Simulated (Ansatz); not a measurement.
## The stack of 1T-PtSe2 under 1T-SnS2, shifted by two thirds of the diagonal under a gate

Wanted: Fermi level and gate voltage of the stack of 1T-PtSe2 under 1T-SnS2, shifted by two thirds of the diagonal as it is charged.

Program: Ansatz 0.2.0. Level of theory: plane-wave DFT, PBEsol-D3(BJ), Ansatz PAW. Results are calculated unless marked as measured.

**1. Starting point**

The cell holds 6 atoms: 2 Se, 1 Pt, 2 S and 1 Sn. Cell: a = 3.725 Å, b = 3.725 Å, c = 45.233 Å, α = 90.0°, β = 90.0°, γ = 120.0°. Regions: layer 1: 1T-PtSe2, 3 atoms (2 Se and 1 Pt); layer 2: 1T-SnS2, 3 atoms (2 S and 1 Sn). Vacuum lies along c.

**2. Relaxing the slab**

The starting cell is a guess, so the in-plane lattice and the atoms are relaxed first, with the slab cut off from its images along the normal.

File input.yaml:

```yaml
crystal:
  lattice:
    - [3.725, 0.0, 0.0]
    - [-1.8625, 3.2259446291, 0.0]
    - [0.0, 0.0, 45.2328846396]
  atoms:
    - { symbol: Se, position: [0.6666666667, 0.3333333333, 0.4211537723] }
    - { symbol: Pt, position: [0.0, 0.0, 0.446220909] }
    - { symbol: Se, position: [0.3333333333, 0.6666666667, 0.4712880455] }
    - { symbol: S, position: [0.3333333333, 0.6666666667, 0.5387168647] }
    - { symbol: Sn, position: [0.6666666667, 0.3333333333, 0.5587815462] }
    - { symbol: S, position: [0.0, 0.0, 0.5788462277] }
  periodic: [true, true, false]
kpoints:
  mp_grid: { grid: [12, 12, 1] }
hamiltonian:
  xc: pbesol
  dispersion: d3bj
scf:
  occupations: { method: fermi_dirac, width: 0.05 }
  convergence: { dr2_threshold: 1.0e-09 }
relax:
  f_tol: 0.004
  max_steps: 90
  cell: {}
output:
  write_potential: true
  write_density: true
  volumetric_format: npy
```

The run is started by

```console
$ ansatz run input.yaml --threads 4 --pin off --max-ram 12288MiB --backend cpu --events-out ev --progress --plain --runs-dir out
```

Numbers of over 12 decimals in the logs are rounded to 6 here.

Output:

```text
Warning: relax.cell: scf.convergence.dr2_threshold = 1e-9 eV is looser than the 2.04404413495e-10 eV advised for a relaxation that steers and ends on the stress (1e-10 eV for each atom of the cell: 6, times the square of relax.cell.stress_2d_tol = 0.05 N/m over 17.1 Å (the atoms' height at the walk's start and 5 Å past either face), 2.918e-2 GPa, over a crystal's default 0.05). What an SCF threshold leaves in a stress goes as its square root, and in the free energy as the threshold itself, and one threshold admits the most on a small cell: [figures from the program's tests cut] Set scf.convergence.dr2_threshold to 2.04404413495e-10 eV or tighter. [rest of the remark cut]
Engine: ansatz 0.2.0, x86_64-unknown-linux-gnu
Pseudopotentials: kind: paw
Pseudopotential: Se, paw, valence charge 16, recommended cutoff 420 eV (normal), Se.paw.azcp
Pseudopotential: Pt, paw, valence charge 18, recommended cutoff 420 eV (normal), Pt.paw.azcp
Pseudopotential: S, paw, valence charge 6, recommended cutoff 420 eV (normal), S.paw.azcp
Pseudopotential: Sn, paw, valence charge 14, recommended cutoff 420 eV (normal), Sn.paw.azcp
Functional definition: PBEsol
  exchange = pbesol_x
  correlation = pbesol_c
Crystal: 6 atoms, lattice volume = 543.547 Å³
Basis set: ecut = 420 eV, 10675 PW (Γ), exchange–correlation on 50×50×640 points (8 copies of the dense FFT grid, shifted against one another)
Bands: 46, of which v1, the nominal top of the filled ones, is band 38 counted from 1 (37 counted from 0)
Symmetry: 6 space group operations
Space group: P3m1 (ITA 156), of the structure as read, at distance tolerance 8.2e-5 Å
k-points: 19 of 144 (time reversal used)
Non-local potential: Se, projectors of the file, l = 0: 2, l = 1: 2, l = 2: 3, l = 3: 1
Non-local potential: Pt, projectors of the file, l = 0: 3, l = 1: 2, l = 2: 2, l = 3: 1
Non-local potential: S, projectors of the file, l = 0: 2, l = 1: 2, l = 2: 2
Non-local potential: Sn, projectors of the file, l = 0: 2, l = 1: 2, l = 2: 2, l = 3: 2
PAW form: soft (Blöchl's): semilocal exchange-correlation on the pseudo side does not see the compensation charge
PAW frozen core: Se, regenerated for the run's functional, and the local potential with it (the file was generated under x = pbe(κ = 0.804, μ = 0.219515), c = pbe(β = 0.066725))
PAW frozen core: Pt, regenerated for the run's functional, and the local potential with it (the file was generated under x = pbe(κ = 0.804, μ = 0.219515), c = pbe(β = 0.066725))
PAW frozen core: S, regenerated for the run's functional, and the local potential with it (the file was generated under x = pbe(κ = 0.804, μ = 0.219515), c = pbe(β = 0.066725))
PAW frozen core: Sn, regenerated for the run's functional, and the local potential with it (the file was generated under x = pbe(κ = 0.804, μ = 0.219515), c = pbe(β = 0.066725))
PAW one-centre angular grid: Se, 590 points (default); XC on 64 Gauss nodes
PAW one-centre angular grid: Pt, 590 points (default); XC on 64 Gauss nodes
PAW one-centre angular grid: S, 110 points (default); XC on 64 Gauss nodes
PAW one-centre angular grid: Sn, 590 points (default); XC on 64 Gauss nodes
Initial density: superposition of atomic densities (neutral atoms: chi_scale 0, normalization atom), corrected by the library's trained network
Initial wavefunctions: pseudopotential atomic-orbital guess
Functional: x = pbesol(κ = 0.804, μ = 0.123457), c = pbesol(β = 0.046)
SCF iter   1: F=—  HF=-30952.396074 eV  |F-HF|=—  |Δ(HF+E_count)|=         —  Δρ=2.66e-3  dr2=9.95e-2  ethr=1.77e-3  ⟨swp⟩=18.6  Hψ=6430  notcnv=0  defer=10
preconditioner: auto → Resta (q_TF=auto, 1.966 Å⁻¹)  ε∞=1.7  [insulator: Δε(μ)=0.634 eV  Ē_g=13.445 eV  σ=0.050 eV  W_gap=0.99  n_scr=46 (ndim 8)  ℏωp=11.0 eV  f_vac=0.762  D(μ)=0.00/eV (n_scr^D=0)  ε∞_Penn≈1.7  vacuum switching on, ρ_ref=1.3e-2 e/Å³]
SCF iter   2: F=—  HF=-30952.381909 eV  |F-HF|=—  |Δ(HF+E_count)|=   1.42e-2  Δρ=1.66e-3  dr2=1.05e-1  ethr=1.31e-4  ⟨swp⟩=4.3  Hψ=2139  notcnv=0  defer=39
preconditioner: auto → LDOS  [insulator: Δε(μ)=0.212 eV  Ē_g=10.007 eV  σ=0.050 eV  W_gap=0.61  n_scr=46 (ndim 8)  ℏωp=9.8 eV  f_vac=0.762  D(μ)=0.16/eV (n_scr^D=2)  ε∞_Penn≈2.0  β→1.0]
SCF iter   3: F=—  HF=-30952.391195 eV  |F-HF|=—  |Δ(HF+E_count)|=   9.29e-3  Δρ=2.11e-3  dr2=1.33e-1  ethr=1.31e-4  ⟨swp⟩=4.7  Hψ=1940  notcnv=0  defer=39
SCF iter   4: F=—  HF=-30952.373882 eV  |F-HF|=—  |Δ(HF+E_count)|=   1.73e-2  Δρ=8.38e-4  dr2=1.23e-2  ethr=1.31e-4  ⟨swp⟩=3.5  Hψ=1492  notcnv=0  defer=36
SCF iter   5: F=—  HF=-30952.372434 eV  |F-HF|=—  |Δ(HF+E_count)|=   1.45e-3  Δρ=2.59e-4  dr2=1.94e-3  ethr=1.62e-5  ⟨swp⟩=3.0  Hψ=1463  notcnv=0  defer=36
SCF iter   6: F=—  HF=-30952.372150 eV  |F-HF|=—  |Δ(HF+E_count)|=   2.85e-4  Δρ=5.73e-5  dr2=7.32e-5  ethr=2.55e-6  ⟨swp⟩=3.1  Hψ=1433  notcnv=0  defer=36
SCF iter   7: F=—  HF=-30952.372134 eV  |F-HF|=—  |Δ(HF+E_count)|=   1.52e-5  Δρ=3.20e-5  dr2=3.15e-5  ethr=9.63e-8  ⟨swp⟩=3.6  Hψ=1781  notcnv=0  defer=36
SCF iter   8: F=—  HF=-30952.372139 eV  |F-HF|=—  |Δ(HF+E_count)|=   4.25e-6  Δρ=1.26e-5  dr2=6.57e-7  ethr=4.14e-8  ⟨swp⟩=2.9  Hψ=1247  notcnv=0  defer=36
SCF iter   9: F=—  HF=-30952.372237 eV  |F-HF|=—  |Δ(HF+E_count)|=   9.81e-5  Δρ=4.96e-6  dr2=7.62e-8  ethr=8.64e-10  ⟨swp⟩=3.6  Hψ=1927  notcnv=0  defer=36
SCF iter  10: F=—  HF=-30952.372237 eV  |F-HF|=—  |Δ(HF+E_count)|=   1.56e-7  Δρ=1.80e-6  dr2=1.03e-8  ethr=1.00e-10  ⟨swp⟩=3.0  Hψ=1686  notcnv=0  defer=36
SCF iter  11: F=—  HF=-30952.372237 eV  |F-HF|=—  |Δ(HF+E_count)|=   4.25e-8  Δρ=4.33e-7  dr2=1.43e-9  ethr=1.35e-11  ⟨swp⟩=3.0  Hψ=1770  notcnv=0  defer=36
SCF iter  12: F=-30952.372237 eV  HF=-30952.372237 eV  |F-HF|=8.66e-10  |Δ(HF+E_count)|=   4.82e-9  Δρ=1.28e-7  dr2=1.11e-10  ethr=1.32e-12  ⟨swp⟩=12.3  Hψ=6647  notcnv=0
SCF 1 converged in 12 iterations: F = -30952.372237 eV  dr2 = 1.11e-10
  greatest PAW one-centre occupation: 1.000 electrons in one spin orbital (limit 2), on the Pt atom at site 1 (counted from 0), in its partial waves of l = 0
relax step   1: F+E_penalty+E_count = -30952.37223693 eV  Δ(F+E_penalty+E_count) = +0.000e0 eV  max|allowed force component| = 5.243e0 eV/Å  Δτ_max = 0.0000 Å  P = +25.257 N/m  Ω = 543.547 Å³  fix = [c, alpha, beta]  reactions: c +0.000 N/m  (12 SCF iters, accepted)
Crystal: 6 atoms, lattice volume = 554.586 Å³
Basis set: ecut = 420 eV, 10891 PW (Γ), exchange–correlation on 50×50×640 points (8 copies of the dense FFT grid, shifted against one another)
Initial density: handed on by an earlier stage of this run
Initial wavefunctions: those handed on with the density
[...]
SCF 3 converged in 10 iterations: F = -30954.903014 eV  dr2 = 7.84e-10
relax step   3: F+E_penalty+E_count = -30954.90301423 eV  Δ(F+E_penalty+E_count) = -6.969e-1 eV  max|allowed force component| = 1.593e0 eV/Å  Δτ_max = 0.1946 Å  P = +2.216 N/m  Ω = 555.987 Å³  energy of the carried Pulay correction = -1.203e-3 eV  fix = [c, alpha, beta]  reactions: c +0.000 N/m  (10 SCF iters, accepted)
[... from here on, the SCF cycles and remarks between the steps are left out ...]
relax step   4: F+E_penalty+E_count = -30955.25301453 eV  Δ(F+E_penalty+E_count) = -3.500e-1 eV  max|allowed force component| = 7.017e-1 eV/Å  Δτ_max = 0.1945 Å  P = -0.860 N/m  Ω = 552.276 Å³  energy of the carried Pulay correction = -8.472e-4 eV  fix = [c, alpha, beta]  reactions: c -0.000 N/m  (11 SCF iters, accepted)
relax step   5: F+E_penalty+E_count = -30955.47622958 eV  Δ(F+E_penalty+E_count) = -2.232e-1 eV  max|allowed force component| = 3.160e-1 eV/Å  Δτ_max = 0.1949 Å  P = -2.070 N/m  Ω = 542.415 Å³  energy of the carried Pulay correction = +1.109e-4 eV  fix = [c, alpha, beta]  reactions: c -0.000 N/m  (10 SCF iters, accepted)
relax step   6: F+E_penalty+E_count = -30955.61980167 eV  Δ(F+E_penalty+E_count) = -1.436e-1 eV  max|allowed force component| = 2.567e-1 eV/Å  Δτ_max = 0.1953 Å  P = -1.323 N/m  Ω = 527.507 Å³  energy of the carried Pulay correction = +1.593e-3 eV  fix = [c, alpha, beta]  reactions: c -0.000 N/m  (11 SCF iters, accepted)
relax step   7: F+E_penalty+E_count = -30955.65516511 eV  Δ(F+E_penalty+E_count) = -3.536e-2 eV  max|allowed force component| = 1.484e-1 eV/Å  Δτ_max = 0.1932 Å  P = +0.240 N/m  Ω = 520.783 Å³  energy of the carried Pulay correction = +2.275e-3 eV  fix = [c, alpha, beta]  reactions: c +0.000 N/m  (12 SCF iters, accepted)
relax step   8: F+E_penalty+E_count = -30955.65867947 eV  Δ(F+E_penalty+E_count) = -3.514e-3 eV  max|allowed force component| = 3.398e-2 eV/Å  Δτ_max = 0.0525 Å  P = -0.238 N/m  Ω = 520.087 Å³  energy of the carried Pulay correction = +2.346e-3 eV  fix = [c, alpha, beta]  reactions: c -0.000 N/m  (10 SCF iters, accepted)
relax step   9: F+E_penalty+E_count = -30955.65899891 eV  Δ(F+E_penalty+E_count) = -3.194e-4 eV  max|allowed force component| = 7.237e-3 eV/Å  Δτ_max = 0.0067 Å  P = +0.058 N/m  Ω = 519.184 Å³  energy of the carried Pulay correction = +2.438e-3 eV  fix = [c, alpha, beta]  reactions: c +0.000 N/m  (9 SCF iters, accepted)
relax step  10: F+E_penalty+E_count = -30955.65899856 eV  Δ(F+E_penalty+E_count) = +3.519e-7 eV  max|allowed force component| = 2.389e-3 eV/Å  Δτ_max = 0.0026 Å  P = -0.004 N/m  Ω = 519.350 Å³  energy of the carried Pulay correction = +2.421e-3 eV  fix = [c, alpha, beta]  reactions: c -0.000 N/m  (7 SCF iters, accepted)
Initial wavefunctions: pseudopotential atomic-orbital guess (no wavefunctions were taken with the density)
iter 1 solved again at ethr=4.33e-7 eV; its pass at ethr=3.10e-3 eV (dr2=3.29e-4 eV) is discarded
SCF iter   1: F=—  HF=-30955.657573 eV  |F-HF|=—  |Δ(HF+E_count)|=         —  Δρ=2.99e-5  dr2=6.93e-7  ethr=4.33e-7  ⟨swp⟩=5.5  Hψ=9594  notcnv=0
SCF iter   2: F=—  HF=-30955.657645 eV  |F-HF|=—  |Δ(HF+E_count)|=   7.15e-5  Δρ=6.12e-6  dr2=1.61e-7  ethr=9.11e-10  ⟨swp⟩=4.1  Hψ=2477  notcnv=0
SCF iter   3: F=—  HF=-30955.657644 eV  |F-HF|=—  |Δ(HF+E_count)|=   1.43e-7  Δρ=2.09e-6  dr2=3.66e-8  ethr=2.12e-10  ⟨swp⟩=3.0  Hψ=1906  notcnv=0
SCF iter   4: F=—  HF=-30955.657644 eV  |F-HF|=—  |Δ(HF+E_count)|=   1.28e-8  Δρ=7.86e-7  dr2=5.20e-9  ethr=4.81e-11  ⟨swp⟩=2.8  Hψ=1780  notcnv=0
SCF iter   5: F=-30955.657644 eV  HF=-30955.657644 eV  |F-HF|=1.42e-10  |Δ(HF+E_count)|=  3.97e-10  Δρ=1.85e-7  dr2=1.87e-10  ethr=1.32e-12  ⟨swp⟩=14.8  Hψ=8292  notcnv=0
SCF 11 converged in 5 iterations: F = -30955.657644 eV  dr2 = 1.87e-10
relax step  11: F+E_penalty+E_count = -30955.65764438 eV  Δ(F+E_penalty+E_count) = +1.354e-3 eV  max|allowed force component| = 2.223e-3 eV/Å  Δτ_max = 0.0000 Å  P = -0.037 N/m  Ω = 519.350 Å³  fix = [c, alpha, beta]  reactions: c -0.000 N/m  stress off target by 3.66e-2 N/m on what of the cell is left free  SCF on the basis re-selected at this cell (its energy is not comparable with the rows above)  (5 SCF iters)
basis re-selected at this cell: Δ(F+E_penalty+E_count) = +1.354e-3 eV, ΔP = -0.033 N/m vs the last step (what re-selecting the basis moved, of the pressure what is left beyond the Pulay correction that the steps carried, after the strain that the cell walked since its last selection, with what the two solves' SCF thresholds leave and, on support functions, any second-order correction that the steps lacked; it is no m [...]
WARN: The output density's exchange-correlation potential varies sharply where the density is thin. Do not read a vacuum level from v_tot or v_xc, or from such a field of the output density. On a cell that repeats whose density bears no net charge and no dipole along the vacuum's axis use v_es (v_loc + v_h of the components); under efield.dipole_correction with no amplitude use v_es + v_field, which holds any externa [...]
SCF converged after 5 iterations
Free energy (F): -30955.657644 eV
Harris-Foulkes:  -30955.657644 eV  (|F-HF|=1.42e-10)
Internal energy: -30955.656107 eV  (E = F + TS)
E sigma→0 (E₀):  -30955.656876 eV
Entropy (-TS):   -0.001538 eV (-0.256 meV/atom)
Fermi energy:    -5.396384 eV
--- Per-component energies (eV) ---
  E_band       = -2312.935969
  E_kinetic    = 1276.948779
  E_local      = -361666.318237  (includes V_loc(G=0)·N_el)
  E_nonlocal   = -952.458685
  E_hartree    = 180014.724839
  E_xc         = -1036.884278
  E_vxc        = -768.612528  (∫ρ·V_xc dr)
  E_paw        = -18292.729799  (= ΣΔE_a)
  E_vpaw       = -231.944669  (= ΣTr[D̂ρ^β])
  E_aug_tail   = -0.000997  (compensation charges beyond the density's cutoff)
  E_ewald      = 169699.903814
  E_disp       = -1.554164  (pairwise vdW)
  E_core_change = 2.712620  (= ΣΔE_core)
  E_smearing   = -0.001538  (= −TS)
  E_closure    = 0.000000  (closes the sum)
  Σ components = -30955.657644   (vs F -30955.657644, Δ=0.00e0)
--- Forces (eV/Å), atoms counted from 1 ---
  atom   1  Se     0.00000000     0.00000000     0.00143323
  atom   2  Pt     0.00000000     0.00000000     0.00011886
  atom   3  Se     0.00000000    -0.00000000    -0.00222306
  atom   4  S      0.00000000    -0.00000000     0.00049247
  atom   5  Sn    -0.00000000    -0.00000000    -0.00002253
  atom   6  S      0.00000000     0.00000000     0.00020013
  max |Σ_I F_I| component: 9.07e-7 eV/Å
--- 2D stress c σ (N/m, compression-positive) ---
       -0.036586      -0.000000       0.000000
       -0.000000      -0.036586      -0.000000
        0.000000      -0.000000      -0.000000
  P = ½ c Tr σ = -0.0366 N/m
--- Band table (eV; the first three rows and the last of 19) ---
  k-point 0: bands = [... 34 lower, -6.8727, -6.2940, -5.6177, -5.6177, -4.1984, -3.0311, -2.5467, -2.5467, ... 4 higher]
  k-point 1: bands = [... 34 lower, -6.8024, -6.1601, -5.6766, -5.6108, -3.9064, -3.1074, -2.6755, -2.6087, ... 4 higher]
  k-point 2: bands = [... 34 lower, -6.7862, -5.9523, -5.7760, -5.6799, -3.9946, -3.7481, -2.9072, -2.0975, ... 4 higher]
  k-point 18: bands = [... 34 lower, -7.5566, -7.4587, -6.6700, -6.5608, -4.1997, -3.8525, -3.7793, -0.8204, ... 4 higher]
  the weakly bound empty levels are not read free of the cell's end (no_gap_told)
--- Relaxed structure (10 steps of the walk, 10 accepted, 1 SCFs on fresh bases) ---
  F+E_penalty+E_count = -30955.65764438 eV   max|allowed force component| = 2.223e-3 eV/Å   (the final SCF, on the basis selected at the relaxed cell)
  cell:  # Å, volume = 519.3496 Å³
    - [3.641141, 0.0, 0]
    - [-1.820570, 3.153320, 0]
    - [0, 0, 45.2328846396]
  atoms:
    - { symbol: Se, position: [0.666667, 0.333333, 0.404388] }
    - { symbol: Pt, position: [0, 0, 0.433723] }
    - { symbol: Se, position: [0.333333, 0.666667, 0.462967] }
    - { symbol: S, position: [0.333333, 0.666667, 0.538738] }
    - { symbol: Sn, position: [0.666667, 0.333333, 0.571324] }
    - { symbol: S, position: [0, 0, 0.603868] }
```

Wall time 7.2 min (4 threads of AMD EPYC 7571, shared host); peak memory 1.3 GiB; 28 min of CPU time.

Relaxation path:

| step | energy less that of the first step (eV) | largest force component (eV/Å) | volume (Å³) |
| --- | --- | --- | --- |
| 1 | 0.0000 | 5.2427 | 543.55 |
| 2 | -1.8339 | 2.9146 | 554.59 |
| 3 | -2.5308 | 1.5933 | 555.99 |
| 4 | -2.8808 | 0.7017 | 552.28 |
| 5 | -3.1040 | 0.3160 | 542.42 |
| 6 | -3.2476 | 0.2567 | 527.51 |
| 7 | -3.2829 | 0.1484 | 520.78 |
| 8 | -3.2864 | 0.0340 | 520.09 |
| 9 | -3.2868 | 0.0072 | 519.18 |
| 10 | -3.2868 | 0.0024 | 519.35 |
| 11* | -3.2854 | 0.0022 | 519.35 |

Relaxation steps marked * repeat the geometry before them on a plane-wave basis chosen anew for their cell, so energy and pressure can jump there.

The run keeps the 6 symmetry operations that it works with, so distortions that break them were not tested.

| cell as run | before | after | change |
| --- | --- | --- | --- |
| a (Å) | 3.725 | 3.641 | -2.3 % |
| b (Å) | 3.725 | 3.641 | -2.3 % |

The atoms that moved most (Å, along periodic axes as changes of fractional coordinates times the final cell, across vacuum about the mean position):

| atom | dx | dy | dz | length |
| --- | --- | --- | --- | --- |
| S6 | 0.000 | 0.000 | 1.132 | 1.132 |
| Se1 | 0.000 | 0.000 | -0.758 | 0.758 |
| Sn5 | 0.000 | 0.000 | 0.567 | 0.567 |
| Pt2 | 0.000 | 0.000 | -0.565 | 0.565 |
| Se3 | 0.000 | 0.000 | -0.376 | 0.376 |

Final coordinates:

```cif
data_structure
_symmetry_space_group_name_H-M 'P 1'
_symmetry_Int_Tables_number 1
_cell_length_a 3.6411
_cell_length_b 3.6411
_cell_length_c 45.2329
_cell_angle_alpha 90.000
_cell_angle_beta 90.000
_cell_angle_gamma 120.000
_cell_volume 519.35
loop_
_atom_site_label
_atom_site_type_symbol
_atom_site_fract_x
_atom_site_fract_y
_atom_site_fract_z
_atom_site_occupancy
Se1 Se 0.66667 0.33333 0.40439 1
Pt2 Pt 0.00000 0.00000 0.43372 1
Se3 Se 0.33333 0.66667 0.46297 1
S4 S 0.33333 0.66667 0.53874 1
Sn5 Sn 0.66667 0.33333 0.57132 1
S6 S 0.00000 0.00000 0.60387 1
```

Numbers from this step:

- energy at zero smearing: -30955.6569 eV

The lattice constant a goes from 3.725 to 3.641 Å.

(Part 1 of 4 ends here.)

[Logs are printed without paths, hosts, clocks, repeated set-up lines and the standing remarks that a program may print on its own settings, such as how far it seeks lower states.]

[Hosts, paths, dates, database ids (printed as entryN), source tags and the programs' standing remarks are cut or masked in the printed files.]

[Maps of the electrostatic potential energy from Ansatz leave out the sawtooth potential of an applied field or a dipole correction, so their vacuum need not be flat; planar profiles and work functions include it.]
